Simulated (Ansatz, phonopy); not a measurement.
# How MgS (Niningerite, Fm-3m) expands on warming, part 4 of 4

Wanted: α(T), C_P(T) and B(T) of MgS (Niningerite) in the quasi-harmonic approximation.

Experimental results on record:
- heat capacity C_P per formula unit 45.6 J/mol/K near room temperature (given in “High-Throughput Prediction of Finite-Temperature Properties using the Quasi-Harmonic Approximation”, 2016, arXiv:1603.06924)

Ansatz 0.2.0; DFT PBEsol, scalar-relativistic, plane waves, PAW.

So far, isothermal bulk modulus at 298 K (GPa): step 5 (the quasi-harmonic study, cutoff 487.2 eV, k-mesh 8×8×8) 72.0; step 7 (phonons on strained cells, k-mesh 4×4×4, q-mesh 4×4×4) 71.1; step 10 (phonons on strained cells, cutoff 320 eV, q-mesh 4×4×4) 71.6.

## Step 11: Free-energy fit

This step: DFT PBEsol, scalar-relativistic, plane waves, PAW (phonopy 4.10.0).

The fit gives a volume expansion of 48.8 × 10⁻⁶/K at 300 K, against 50.2 at 298 K from the study itself, whose static fit uses more cells.

## Step 12: The quasi-harmonic study, cutoff 487.2 eV, k-mesh 8×8×8 (run 2)

The study relaxes the crystal at several strains, solves the phonons on some of them and minimises the free energy at each temperature (static energy, vibrations, the electrons in a metal, and PV under a set pressure); the q-mesh sets how far the force constants reach.

This step: DFT PBEsol, scalar-relativistic, plane waves, PAW (Ansatz 0.2.0).

Input file input.yaml:

```yaml
crystal:
  lattice:
    - [0.0, 2.5909905693, 2.5909905693]
    - [2.5909905693, 0.0, 2.5909905693]
    - [2.5909905693, 2.5909905693, 0.0]
  atoms:
    - { symbol: Mg, position: [0.0, 0.0, 0.0] }
    - { symbol: S, position: [0.5, 0.5, 0.5] }
kpoints:
  mp_grid: { grid: [8, 8, 8] }
hamiltonian:
  xc: pbesol
scf:
  occupations: { method: fixed }
output:
  eigenvalues: true
phonons:
  method: fd
  qmesh: [4, 4, 4]
  temperatures: { t_max: 800.0, t_step: 50 }
  thermal_expansion: {}
```

Started as:

```sh
$ ansatz run input.yaml --threads 4 --pin off --max-ram 16384MiB --backend cpu --events-out ev --progress --plain --runs-dir out
```

Numbers of over 12 decimals in the logs are rounded to 6 here.

The log of the run:

```text
[...]
Crystal: 2 atoms, lattice volume = 34.788 Å³
Basis set: ecut = 487.2 eV, 869 PW (Γ), exchange–correlation on 54×54×54 points (8 copies of the dense FFT grid, shifted against one another)
Bands: 12, of which v1, the nominal top of the filled ones, is band 8 counted from 1 (7 counted from 0)
Symmetry: 48 space group operations
[...]
vibrations' free energy: its fit leaves 0.0003 meV an atom at the most
  the electrons' free energy at temperature is not in it: every band gap is over 0.83 eV
  free energies summed between the sampled wave vectors
[...]
the FFT grids of the static calculations differ: 27 × 27 × 27, 30 × 30 × 30
  band gaps on the cells' k-points are 2.555 to 2.785 eV
[key lines of the parts left out:]
SCF converged after 7 iterations
Free energy (F): -2799.917955 eV
Fermi energy:    6.477705 eV
P = ⅓ Tr σ = 0.0009 GPa (0.009 kbar)
```

Wall time 8.1 min (4 threads of Arm Neoverse V2, shared host); peak memory 0.8 GiB.

Changing the cutoff (320 → 487.2 eV) and the phonon method (dfpt → fd) takes the volume expansion at 298 K from 50.2 to 50.0 × 10⁻⁶/K and B_T from 71.6 to 71.8 GPa.

## Step 13: Comparing the runs

Times are for 4 threads of Arm Neoverse V2, shared host. The series side by side:

| no. | functional | cutoff (eV) | k-mesh | q-mesh | method | pressure (GPa) | volume expansion coefficient at 298 K (1e-6/K) | C_P at 298 K (J/mol-atom/K) | isothermal bulk modulus at 298 K (GPa) | time | memory (GiB) |
| --- | --- | --- | --- | --- | --- | --- | --- | --- | --- | --- | --- |
| 1 | pbesol | 487.2 | 8×8×8 | 2×2×2 | dfpt | 0 | 48.75 | 23.17 | 71.96 | 60 s | 0.55 |
| 2 | pbesol | 487.2 | 4×4×4 | 4×4×4 | dfpt | 0 | 52.20 | 23.34 | 71.13 | 72 s | 0.50 |
| 3 | pbesol | 320 | 8×8×8 | 4×4×4 | dfpt | 0 | 50.17 | 23.21 | 71.63 | 2.7 min | 0.67 |
| 4 | pbesol | 487.2 | 8×8×8 | 4×4×4 | fd | 0 | 49.98 | 23.20 | 71.81 | 8.1 min | 0.80 |

The runs together, line volume. Table of expansion coefficient, volume by temperature; values in 1e-6/K:

| temperature (K) | pbesol, 487.2, 8×8×8, 2×2×2, dfpt, 0 | pbesol, 487.2, 4×4×4, 4×4×4, dfpt, 0 | pbesol, 320, 8×8×8, 4×4×4, dfpt, 0 | pbesol, 487.2, 8×8×8, 4×4×4, fd, 0 |
| --- | --- | --- | --- | --- |
| 0 | 0 | 0 | 0 | 0 |
| 50 | 4.84 | 5.54 | 4.96 | 4.92 |
| 100 | 22.5 | 24.9 | 23.3 | 23.1 |
| 150 | 34.7 | 37.6 | 35.8 | 35.7 |
| 200 | 41.6 | 44.7 | 42.9 | 42.7 |
| 250 | 45.9 | 49.2 | 47.2 | 47.1 |
| 298 | 48.8 | 52.2 | 50.2 | 50.0 |
| 300 | 48.9 | 52.3 | 50.3 | 50.1 |
| 350 | 51.1 | 54.8 | 52.6 | 52.4 |
| 400 | 53.0 | 57.0 | 54.6 | 54.4 |
| 450 | 54.8 | 59.0 | 56.4 | 56.2 |
| 500 | 56.4 | 60.9 | 58.1 | 57.9 |
| 550 | 58.0 | 62.9 | 59.8 | 59.6 |
| 600 | 59.6 | 64.9 | 61.5 | 61.3 |
| 650 | 61.2 | 67.0 | 63.3 | 63.0 |
| 700 | 62.9 | 69.2 | 65.2 | 64.9 |
| 750 | 64.7 | 71.6 | 67.1 | 66.8 |
| 800 | 66.5 | 74.2 | 69.2 | 68.8 |

The runs together, line C_P. Table of heat capacity, C_P by temperature; values in J/mol-atom/K:

| temperature (K) | pbesol, 487.2, 8×8×8, 2×2×2, dfpt, 0 | pbesol, 487.2, 4×4×4, 4×4×4, dfpt, 0 | pbesol, 320, 8×8×8, 4×4×4, dfpt, 0 | pbesol, 487.2, 8×8×8, 4×4×4, fd, 0 |
| --- | --- | --- | --- | --- |
| 0 | 0 | 0 | 0 | 0 |
| 50 | 3.26 | 3.25 | 3.08 | 3.07 |
| 100 | 12.0 | 12.2 | 11.9 | 11.9 |
| 150 | 17.5 | 17.7 | 17.5 | 17.5 |
| 200 | 20.4 | 20.6 | 20.5 | 20.5 |
| 250 | 22.1 | 22.3 | 22.2 | 22.2 |
| 298 | 23.2 | 23.3 | 23.2 | 23.2 |
| 300 | 23.2 | 23.4 | 23.2 | 23.2 |
| 350 | 23.9 | 24.1 | 24.0 | 24.0 |
| 400 | 24.5 | 24.7 | 24.5 | 24.5 |
| 450 | 24.9 | 25.1 | 25.0 | 25.0 |
| 500 | 25.3 | 25.5 | 25.3 | 25.3 |
| 550 | 25.6 | 25.8 | 25.7 | 25.7 |
| 600 | 25.9 | 26.1 | 26.0 | 26.0 |
| 650 | 26.1 | 26.5 | 26.3 | 26.2 |
| 700 | 26.4 | 26.8 | 26.5 | 26.5 |
| 750 | 26.7 | 27.1 | 26.8 | 26.8 |
| 800 | 27.0 | 27.4 | 27.1 | 27.1 |

## Step 14: Free-energy fit

This step: DFT PBEsol, scalar-relativistic, plane waves, PAW (phonopy 4.10.0).

The fit gives a volume expansion of 50.0 × 10⁻⁶/K at 300 K, against 50.0 at 298 K from the study itself, whose static fit uses more cells.

## Step 15: Outcome

| Quantity | Value |
| --- | --- |
| settings of these figures | PBEsol, 487.2 eV, k 8×8×8, q 4×4×4 |
| volume expansion coefficient at 298 K | 49.98 1e-6/K |
| C_P at 298 K | 23.20 J/mol-atom/K |
| entropy at 298 K | 26.08 J/mol-atom/K |
| isothermal bulk modulus at 298 K | 71.81 GPa |
| Grüneisen parameter at 298 K | 1.690 |
| volume at 298 K | 17.70 Å³/atom |
| principal linear expansion coefficients at 298 K | 16.66, 16.66, 16.66 1e-6/K |

**Reading.** Near room temperature MgS (Niningerite) expands by 50.0 × 10⁻⁶/K in volume by PBEsol, with C_P = 23.2 J/(mol K) per mole of atoms and B_T = 71.8 GPa. C_P at room temperature is 93 % of the classical 3R an atom; C_V is 91 %, and the rest is expansion work. A measured heat capacity per formula unit near room temperature is 45.6 J/mol/K (arXiv:1603.06924); the calculated 46.4 J/mol/K differs by +2 %. Changing the q-mesh, k-mesh, cutoff and phonon method moves the volume expansion at 298 K between 48.8 and 52.2 × 10⁻⁶/K, while the CPU time spans a factor of 8.9. The PAW files were made for PBE and are used here under another functional, for which the program regenerates the frozen cores.

[Logs are printed without paths, hosts, clocks, repeated set-up lines and the standing remarks that a program may print on its own settings, such as how far it seeks lower states.]

[Hosts, paths, dates, database ids (printed as entryN), source tags and the programs' standing remarks are cut or masked in the printed files.]

[A step with changed settings may run another functional than the one named; its input shows which.]
